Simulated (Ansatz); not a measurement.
# Squeezing and shearing glassy 61P2O5-28SrO-11Al2O3 (mol %) (97 atoms), part 2 of 4

How stiff is glassy 61P2O5-28SrO-11Al2O3 (mol %) (97 atoms), and how do its levels respond to strain?

Ansatz 0.2.0; Kohn-Sham DFT, revPBE, PAW (set soft_2), plane waves.

The cell: 22 P, 5 Sr, 4 Al and 66 O. The quench rate of 500 K/ps far exceeds what a furnace or splat quench reaches. The starting topology of bonds comes from the classical model. Only the Γ point is sampled.

So far. Step 2 (Single point at the start): The r.m.s. force at the start is 1.7 eV/Å. Step 3 (Cell and atoms relaxed): The relaxation converged after 56 steps, with a largest force component of 0.030 eV/Å.

## 4. Single point at the relaxed geometry

The electronic structure is read at the final geometry, in a run of its own.

input.yaml

```yaml
crystal:
  lattice:
    - [11.3668, -0.11904, 0.25947]
    - [-0.11904, 11.28022, -0.19357]
    - [0.25947, -0.19357, 11.58881]
  atoms:
    - { symbol: P, position: [0.43396, 0.55618, 0.58162] }
    - { symbol: P, position: [0.25686, 0.94561, 0.42652] }
    - { symbol: P, position: [0.45072, 0.79817, 0.9495] }
    - { symbol: P, position: [0.08247, 0.62533, 0.74794] }
    - { symbol: P, position: [0.906, 0.27031, 0.77108] }
    - { symbol: P, position: [0.66323, 0.46827, 0.50942] }
    [... 85 atom lines left out ...]
    - { symbol: O, position: [0.62166, 0.34312, 0.19394] }
    - { symbol: O, position: [0.43662, 0.69742, 0.57448] }
    - { symbol: O, position: [0.38288, 0.24647, 0.94724] }
    - { symbol: O, position: [0.39282, 0.28608, 0.49388] }
    - { symbol: O, position: [0.97913, 0.51752, 0.45751] }
    - { symbol: O, position: [0.34472, 0.87736, 0.93563] }
kpoints:
  mp_grid: { grid: [1, 1, 1] }
hamiltonian:
  xc: revpbe
scf:
  occupations: { method: fermi_dirac, width: 0.05 }
output:
  forces: true
  stress: true
  populations: true
  dos:
    method: { smearing: { sigma: 0.08 } }
    de: 0.1
    projected: { site_lists: { Al: [Al], O: [O], P: [P], Sr: [Sr] } }
  eigenvalues: true
  write_density: true
  write_potential: true
  volumetric_format: npy
```

Command:

```
ansatz run input.yaml --threads 4 --pin off --max-ram 8192MiB --backend cpu --events-out ev --progress --plain --runs-dir out
```

Numbers of over 12 decimals in the logs are rounded to 6 here.

What it wrote:

```text
[...]
Crystal: 97 atoms, lattice volume = 1484.580 Å³
Basis set: ecut = 420 eV, 29013 PW (Γ), exchange–correlation on 160×160×160 points (8 copies of the dense FFT grid, shifted against one another)
Bands: 381, of which v1, the nominal top of the filled ones, is band 284 counted from 1 (283 counted from 0)
Symmetry: 1 space group operations
[...]
k-points: 1
[...]
SCF iter   1: F=—  HF=-74174.321674 eV  |F-HF|=—  |Δ(HF+E_count)|=         —  Δρ=4.00e-3  dr2=3.32e-1  ethr=1.77e-3  ⟨swp⟩=8.0  Hψ=2125  notcnv=0  defer=74
[...]
SCF iter  10: F=-74174.273423 eV  HF=-74174.273423 eV  |F-HF|=3.53e-8  |Δ(HF+E_count)|=   1.11e-8  Δρ=1.93e-6  dr2=4.53e-8  ethr=1.76e-11  ⟨swp⟩=27.0  Hψ=4246  notcnv=0
SCF 1 converged in 10 iterations: F = -74174.273423 eV  dr2 = 4.53e-8
[...]
WARN: The input density's exchange-correlation potential varies sharply where the density is thin. Do not read a vacuum level from v_tot or v_xc, or from such a field of the output density. On a cell that repeats whose density bears no net charge and no dipole along the vacuum's axis use v_es (v_loc + v_h of the components); [...]
SCF converged after 10 iterations
Free energy (F): -74174.273423 eV
[...]
Internal energy: -74174.273423 eV  (E = F + TS)
E sigma→0 (E₀):  -74174.273423 eV
Fermi energy:    4.675066 eV
[...]
--- Forces (eV/Å), atoms counted from 1 ---
  atom   1  P      0.00618839    -0.00654236    -0.01397890
  atom   2  P     -0.00492706     0.00061030     0.01036749
  atom   3  P      0.00691602     0.00483386    -0.00014308
  atom   4  P      0.00253511     0.00221337     0.00623330
  atom   5  P     -0.00525512     0.01094226    -0.00121504
  atom   6  P     -0.00702074    -0.01856135     0.01519872
  atom   7  P     -0.00173164    -0.00536121    -0.00358989
  atom   8  P     -0.00415823     0.00242518    -0.01343539
  atom   9  P      0.00081627    -0.00194283    -0.00252204
  atom  10  P     -0.01182666    -0.00093429     0.01848503
  atom  11  P      0.00140777    -0.00496997     0.00021024
  atom  12  P     -0.00548996    -0.00545941     0.00127778
  atom  13  P     -0.00807651     0.00246986    -0.00549820
  atom  14  P      0.00491172     0.00651767     0.00002889
[...]
atom  96  O      0.00702034     0.00080958    -0.00439073
  atom  97  O      0.00557568    -0.00123800    -0.00899315
  max |Σ_I F_I| component: 6.18e-5 eV/Å
--- Stress (GPa, compression-positive) ---
       -0.014956      -0.008608       0.007116
       -0.008614      -0.010861       0.003946
        0.007118       0.003942      -0.009182
  P = ⅓ Tr σ = -0.0117 GPa (-0.117 kbar)
--- Band table (eV) ---
[...]
--- Löwdin populations: 97 sites ---
  site symbol       q [e]
     0      P      2.8285
     1      P      2.8415
     2      P      2.8141
[...]
96      O      6.7855
  spilling = 0.016611 (of n_electrons = 568.000000)
```

Run time: 30 s. Hardware: 4 threads of Arm Neoverse V1, shared host; peak memory 1.9 GiB.

The program notes that the exchange-correlation potential is rough where the density is thin.

Read from the output:

- free energy: -74174.2734 eV
- free energy per atom: -764.6832 eV/atom
- SCF cycles: 10
- pressure: -0.01167 GPa
- r.m.s. force component: 0.00591 eV/Å
- longest force: 0.03405 eV/Å
- Fermi energy: 4.675 eV
- gap (highest filled to lowest empty level): 3.016 eV
- spilling of the projection: 0.01661

## 5. Volume -3 %

The relaxed cell is scaled evenly and the atoms are relaxed again; the stress at the end gives one point of P(V).

input.yaml, the sections that differ from step 4:

```yaml
crystal:
  lattice:
    - [11.25198, -0.11784, 0.25685]
    - [-0.11784, 11.16627, -0.19161]
    - [0.25685, -0.19161, 11.47174]
  atoms:
    [... the 97 atom lines of step 4 ...]
output:
  forces: true
  eigenvalues: true
  stress: true
relax:
  f_tol: 0.05
  max_steps: 70
# kpoints, hamiltonian, scf: as in step 4
```

What it wrote:

```text
Warning: output.stress: scf.convergence.dr2_threshold = 1e-7 eV (the SCF's general default) is looser than the 9.7e-9 eV advised for a printed stress (1e-10 eV for each atom of the cell: 97). What an SCF threshold leaves in a stress goes as its square root, and in the free energy as the threshold itself, and one threshold admits the most on a small cell: [...]
[...]
Crystal: 97 atoms, lattice volume = 1440.042 Å³
Basis set: ecut = 420 eV, 28183 PW (Γ), exchange–correlation on 160×150×160 points (8 copies of the dense FFT grid, shifted against one another)
Bands: 381, of which v1, the nominal top of the filled ones, is band 284 counted from 1 (283 counted from 0)
Symmetry: 1 space group operations
[...]
k-points: 1
[...]
SCF iter   1: F=—  HF=-74173.734275 eV  |F-HF|=—  |Δ(HF+E_count)|=         —  Δρ=4.02e-3  dr2=3.21e-1  ethr=1.77e-3  ⟨swp⟩=8.0  Hψ=2134  notcnv=0  defer=74
[...]
SCF iter   6: F=-74173.695430 eV  HF=-74173.695435 eV  |F-HF|=4.19e-6  |Δ(HF+E_count)|=   3.77e-6  Δρ=5.58e-5  dr2=3.93e-5  ethr=1.10e-8  ⟨swp⟩=19.0  Hψ=3077  notcnv=0
SCF 1 converged in 6 iterations: F = -74173.695430 eV  dr2 = 3.93e-5
[...]
relax step   1: F+E_penalty+E_count = -74173.69543047 eV  Δ(F+E_penalty+E_count) = +0.000e0 eV  max|allowed force component| = 8.982e-1 eV/Å  Δτ_max = 0.0000 Å  (6 SCF iters, dr2 threshold 6.25e-5 eV, accepted)
[...]
relax step   2: F+E_penalty+E_count = -74173.96426448 eV  Δ(F+E_penalty+E_count) = -2.688e-1 eV  max|allowed force component| = 4.668e-1 eV/Å  Δτ_max = 0.0578 Å  (6 SCF iters, dr2 threshold 5.04e-5 eV, accepted)
[...]
relax step   3: F+E_penalty+E_count = -74174.08570910 eV  Δ(F+E_penalty+E_count) = -1.214e-1 eV  max|allowed force component| = 1.531e-1 eV/Å  Δτ_max = 0.0660 Å  (7 SCF iters, dr2 threshold 1.36e-5 eV, accepted)
relax step   4: F+E_penalty+E_count = -74173.91573683 eV  Δ(F+E_penalty+E_count) = +1.700e-1 eV  max|allowed force component| = 6.445e-1 eV/Å  Δτ_max = 0.2000 Å  (8 SCF iters, dr2 threshold 2.52e-6 eV, rejected (line search))
relax step   5: F+E_penalty+E_count = -74174.10912555 eV  Δ(F+E_penalty+E_count) = -2.342e-2 eV  max|allowed force component| = 9.399e-2 eV/Å  Δτ_max = 0.0349 Å  (10 SCF iters, accepted)
relax step   6: F+E_penalty+E_count = -74174.10642788 eV  Δ(F+E_penalty+E_count) = +2.698e-3 eV  max|allowed force component| = 1.068e-1 eV/Å  Δτ_max = 0.1000 Å  (9 SCF iters, rejected (line search))
[...]
relax step   7: F+E_penalty+E_count = -74174.11742547 eV  Δ(F+E_penalty+E_count) = -8.300e-3 eV  max|allowed force component| = 4.126e-2 eV/Å  Δτ_max = 0.0469 Å  (9 SCF iters, accepted)
SCF converged after 9 iterations
Free energy (F): -74174.117425 eV
[...]
Internal energy: -74174.117425 eV  (E = F + TS)
E sigma→0 (E₀):  -74174.117425 eV
Fermi energy:    5.009877 eV
[...]
--- Forces (eV/Å), atoms counted from 1 ---
  atom   1  P     -0.00221634     0.01522550    -0.01746656
  atom   2  P      0.03685914     0.02804213    -0.00133496
  atom   3  P     -0.01182167     0.00033602    -0.00452944
  atom   4  P      0.00694486    -0.01183587    -0.00304464
  atom   5  P      0.00471571     0.00205209     0.01000878
  atom   6  P     -0.01123626    -0.00420991    -0.00714716
  atom   7  P      0.01435634    -0.00869448     0.02813447
  atom   8  P     -0.00321873     0.00194127    -0.02354624
  atom   9  P      0.01144845     0.00816300     0.00220941
  atom  10  P      0.01321006     0.01757179    -0.00586008
  atom  11  P     -0.00566050     0.01696900    -0.02367095
  atom  12  P      0.00710216    -0.01056078     0.00082633
  atom  13  P     -0.01638134     0.00829891     0.00048975
  atom  14  P      0.00744577    -0.00485464     0.00879415
[...]
atom  96  O      0.00934540    -0.00063297     0.01306674
  atom  97  O     -0.00639012    -0.00504051    -0.01081718
  max |Σ_I F_I| component: 3.73e-5 eV/Å
--- Stress (GPa, compression-positive) ---
        1.284912       0.089351      -0.157319
        0.089343       1.192910       0.024306
       -0.157316       0.024302       1.101942
  P = ⅓ Tr σ = 1.1933 GPa (11.933 kbar)
--- Band table (eV) ---
[...]
--- Relaxed structure (7 steps of the walk, 5 accepted, 0 SCFs on fresh bases) ---
  F+E_penalty+E_count = -74174.11742547 eV   max|allowed force component| = 4.126e-2 eV/Å
  atoms:
    - { symbol: P, position: [0.435362, 0.553524, 0.586351] }
    - { symbol: P, position: [0.261652, 0.944155, 0.421665] }
    - { symbol: P, position: [0.450393, 0.800885, 0.954674] }
    - { symbol: P, position: [0.081176, 0.630446, 0.742298] }
[...]
- { symbol: O, position: [0.343853, 0.881557, 0.941165] }
```

Run time: 2.4 min. Hardware: 4 threads; peak memory 1.8 GiB; 9.2 min of CPU time.

The program notes that the SCF threshold is loose for the stress.

The relaxation converged after 7 steps, 0.422 eV below its start, with a largest force component of 0.041 eV/Å.

Volume -3 %: the energy stands 0.156 eV above that of the reference, at a pressure of 1.19 GPa.

## 6. Volume +3 %

The relaxed cell is scaled to another volume.

Input and log are left out; they have the form of those shown for this kind of step.

Run time: 3.4 min. Hardware: 4 threads of Arm Neoverse V1, shared host; peak memory 1.9 GiB; 13 min of CPU time.

The relaxation converged after 10 steps, 0.388 eV below its start, with a largest force component of 0.029 eV/Å.

Volume +3 %: the energy stands 0.145 eV above that of the reference, at a pressure of -0.989 GPa.

## 7. Volume -6 %

The relaxed cell is scaled to another volume.

input.yaml, the sections that differ from step 5:

```yaml
crystal:
  lattice:
    - [11.13476, -0.11661, 0.25417]
    - [-0.11661, 11.04995, -0.18962]
    - [0.25417, -0.18962, 11.35224]
  atoms:
    [... the 97 atom lines of step 4 ...]
# kpoints, hamiltonian, scf, output, relax: as in step 5
```

What it wrote:

```text
[...]
Crystal: 97 atoms, lattice volume = 1395.506 Å³
Basis set: ecut = 420 eV, 27229 PW (Γ), exchange–correlation on 150×150×160 points (8 copies of the dense FFT grid, shifted against one another)
Bands: 381, of which v1, the nominal top of the filled ones, is band 284 counted from 1 (283 counted from 0)
Symmetry: 1 space group operations
[...]
k-points: 1
[...]
SCF iter   1: F=—  HF=-74171.822568 eV  |F-HF|=—  |Δ(HF+E_count)|=         —  Δρ=4.06e-3  dr2=3.14e-1  ethr=1.77e-3  ⟨swp⟩=8.0  Hψ=2144  notcnv=0  defer=73
[...]
SCF iter   5: F=—  HF=-74171.789840 eV  |F-HF|=—  |Δ(HF+E_count)|=   1.22e-4  Δρ=1.75e-4  dr2=3.89e-4  ethr=3.23e-7  ⟨swp⟩=3.0  Hψ=529  notcnv=0  defer=92
SCF iter   6: F=-74171.789855 eV  HF=-74171.789855 eV  |F-HF|=8.98e-7  |Δ(HF+E_count)|=   1.53e-5  Δρ=5.04e-5  dr2=3.04e-5  ethr=1.10e-8  ⟨swp⟩=19.0  Hψ=3006  notcnv=0
SCF 1 converged in 6 iterations: F = -74171.789855 eV  dr2 = 3.04e-5
[...]
relax step   1: F+E_penalty+E_count = -74171.78985457 eV  Δ(F+E_penalty+E_count) = +0.000e0 eV  max|allowed force component| = 1.910e0 eV/Å  Δτ_max = 0.0000 Å  (6 SCF iters, dr2 threshold 6.25e-5 eV, accepted)
[...]
relax step   2: F+E_penalty+E_count = -74172.92735005 eV  Δ(F+E_penalty+E_count) = -1.137e0 eV  max|allowed force component| = 9.602e-1 eV/Å  Δτ_max = 0.1077 Å  (6 SCF iters, dr2 threshold 1.00e-4 eV, accepted)
[...]
relax step   3: F+E_penalty+E_count = -74173.44082888 eV  Δ(F+E_penalty+E_count) = -5.135e-1 eV  max|allowed force component| = 3.388e-1 eV/Å  Δτ_max = 0.1338 Å  (7 SCF iters, dr2 threshold 5.76e-5 eV, accepted)
relax step   4: F+E_penalty+E_count = -74173.42487199 eV  Δ(F+E_penalty+E_count) = +1.596e-2 eV  max|allowed force component| = 6.224e-1 eV/Å  Δτ_max = 0.2000 Å  (7 SCF iters, dr2 threshold 1.43e-5 eV, rejected (line search))
relax step   5: F+E_penalty+E_count = -74173.54376754 eV  Δ(F+E_penalty+E_count) = -1.029e-1 eV  max|allowed force component| = 2.053e-1 eV/Å  Δτ_max = 0.0865 Å  (9 SCF iters, accepted)
relax step   6: F+E_penalty+E_count = -74173.57752489 eV  Δ(F+E_penalty+E_count) = -3.376e-2 eV  max|allowed force component| = 1.377e-1 eV/Å  Δτ_max = 0.1000 Å  (7 SCF iters, dr2 threshold 5.25e-6 eV, accepted)
relax step   7: F+E_penalty+E_count = -74173.58847022 eV  Δ(F+E_penalty+E_count) = -1.095e-2 eV  max|allowed force component| = 8.997e-2 eV/Å  Δτ_max = 0.0265 Å  (6 SCF iters, dr2 threshold 6.96e-6 eV, accepted)
relax step   8: F+E_penalty+E_count = -74173.59503427 eV  Δ(F+E_penalty+E_count) = -6.564e-3 eV  max|allowed force component| = 7.123e-2 eV/Å  Δτ_max = 0.0367 Å  (6 SCF iters, dr2 threshold 3.46e-6 eV, accepted)
relax step   9: F+E_penalty+E_count = -74173.60258778 eV  Δ(F+E_penalty+E_count) = -7.554e-3 eV  max|allowed force component| = 7.376e-2 eV/Å  Δτ_max = 0.0517 Å  (9 SCF iters, accepted)
relax step  10: F+E_penalty+E_count = -74173.60871772 eV  Δ(F+E_penalty+E_count) = -6.130e-3 eV  max|allowed force component| = 9.269e-2 eV/Å  Δτ_max = 0.0636 Å  (7 SCF iters, dr2 threshold 3.41e-6 eV, accepted)
relax step  11: F+E_penalty+E_count = -74173.61361572 eV  Δ(F+E_penalty+E_count) = -4.898e-3 eV  max|allowed force component| = 8.919e-2 eV/Å  Δτ_max = 0.0576 Å  (6 SCF iters, dr2 threshold 8.59e-6 eV, accepted)
relax step  12: F+E_penalty+E_count = -74173.61855551 eV  Δ(F+E_penalty+E_count) = -4.940e-3 eV  max|allowed force component| = 8.024e-2 eV/Å  Δτ_max = 0.0511 Å  (6 SCF iters, dr2 threshold 7.37e-6 eV, accepted)
relax step  13: F+E_penalty+E_count = -74173.62481929 eV  Δ(F+E_penalty+E_count) = -6.264e-3 eV  max|allowed force component| = 1.082e-1 eV/Å  Δτ_max = 0.0844 Å  (7 SCF iters, dr2 threshold 5.21e-6 eV, accepted)
relax step  14: F+E_penalty+E_count = -74173.62673293 eV  Δ(F+E_penalty+E_count) = -1.914e-3 eV  max|allowed force component| = 1.225e-1 eV/Å  Δτ_max = 0.1200 Å  (7 SCF iters, dr2 threshold 9.47e-6 eV, accepted)
relax step  15: F+E_penalty+E_count = -74173.63572569 eV  Δ(F+E_penalty+E_count) = -8.993e-3 eV  max|allowed force component| = 1.041e-1 eV/Å  Δτ_max = 0.0317 Å  (5 SCF iters, dr2 threshold 1.50e-5 eV, accepted)
relax step  16: F+E_penalty+E_count = -74173.63228846 eV  Δ(F+E_penalty+E_count) = +3.437e-3 eV  max|allowed force component| = 3.909e-1 eV/Å  Δτ_max = 0.2000 Å  (8 SCF iters, dr2 threshold 7.84e-6 eV, rejected (line search))
relax step  17: F+E_penalty+E_count = -74173.65026831 eV  Δ(F+E_penalty+E_count) = -1.454e-2 eV  max|allowed force component| = 7.043e-2 eV/Å  Δτ_max = 0.0974 Å  (9 SCF iters, accepted)
relax step  18: F+E_penalty+E_count = -74173.65284646 eV  Δ(F+E_penalty+E_count) = -2.578e-3 eV  max|allowed force component| = 7.014e-2 eV/Å  Δτ_max = 0.0975 Å  (9 SCF iters, accepted)
[...]
relax step  19: F+E_penalty+E_count = -74173.65471520 eV  Δ(F+E_penalty+E_count) = -1.869e-3 eV  max|allowed force component| = 2.941e-2 eV/Å  Δτ_max = 0.0137 Å  (7 SCF iters, accepted)
SCF converged after 7 iterations
Free energy (F): -74173.654715 eV
[...]
Internal energy: -74173.654715 eV  (E = F + TS)
E sigma→0 (E₀):  -74173.654715 eV
Fermi energy:    5.294648 eV
[...]
Σ components = -74173.654715   (vs F -74173.654715, Δ=0.00e0)
--- Forces (eV/Å), atoms counted from 1 ---
  atom   1  P      0.01753596     0.00114261     0.00498765
  atom   2  P      0.00252477     0.01672365    -0.00682983
  atom   3  P     -0.01388499     0.00087244     0.00356410
  atom   4  P      0.01686705     0.00399521     0.00513807
[...]
atom  97  O      0.00971847    -0.00248472    -0.00411348
  max |Σ_I F_I| component: 1.17e-4 eV/Å
--- Stress (GPa, compression-positive) ---
        2.332364       0.451649      -0.227201
        0.451644       2.078711       0.020716
       -0.227200       0.020710       2.107989
  P = ⅓ Tr σ = 2.1730 GPa (21.730 kbar)
--- Band table (eV) ---
[...]
--- Relaxed structure (19 steps of the walk, 17 accepted, 0 SCFs on fresh bases) ---
  F+E_penalty+E_count = -74173.65471520 eV   max|allowed force component| = 2.941e-2 eV/Å
  atoms:
    - { symbol: P, position: [0.438031, 0.550957, 0.589678] }
    - { symbol: P, position: [0.261611, 0.946437, 0.417570] }
    - { symbol: P, position: [0.445913, 0.803854, 0.965133] }
    - { symbol: P, position: [0.085223, 0.639755, 0.725824] }
[...]
- { symbol: O, position: [0.340212, 0.886685, 0.947929] }
```

It took 5.8 min on 4 threads; peak memory 1.8 GiB; 22 min of CPU time.

The relaxation converged after 19 steps, 1.86 eV below its start, with a largest force component of 0.029 eV/Å.

Volume -6 %: the energy stands 0.619 eV above that of the reference, at a pressure of 2.17 GPa.

## 8. Volume +6 %

The relaxed cell is scaled to another volume.

Input and log are left out; they have the form of those shown for this kind of step.

The job ended after 3 min (4 threads of Arm Neoverse V1, shared host; peak memory 2 GiB; 12 min of CPU time).

The relaxation converged after 9 steps, 1.47 eV below its start, with a largest force component of 0.038 eV/Å.

Volume +6 %: the energy stands 0.535 eV above that of the reference, at a pressure of -1.82 GPa.

[end of part 2 of 4]

[Logs are printed without paths, hosts, clocks, repeated set-up lines and the standing remarks that a program may print on its own settings, such as how far it seeks lower states.]

[Hosts, paths, dates, database ids (printed as entryN), source tags and the programs' standing remarks are cut or masked in the printed files.]
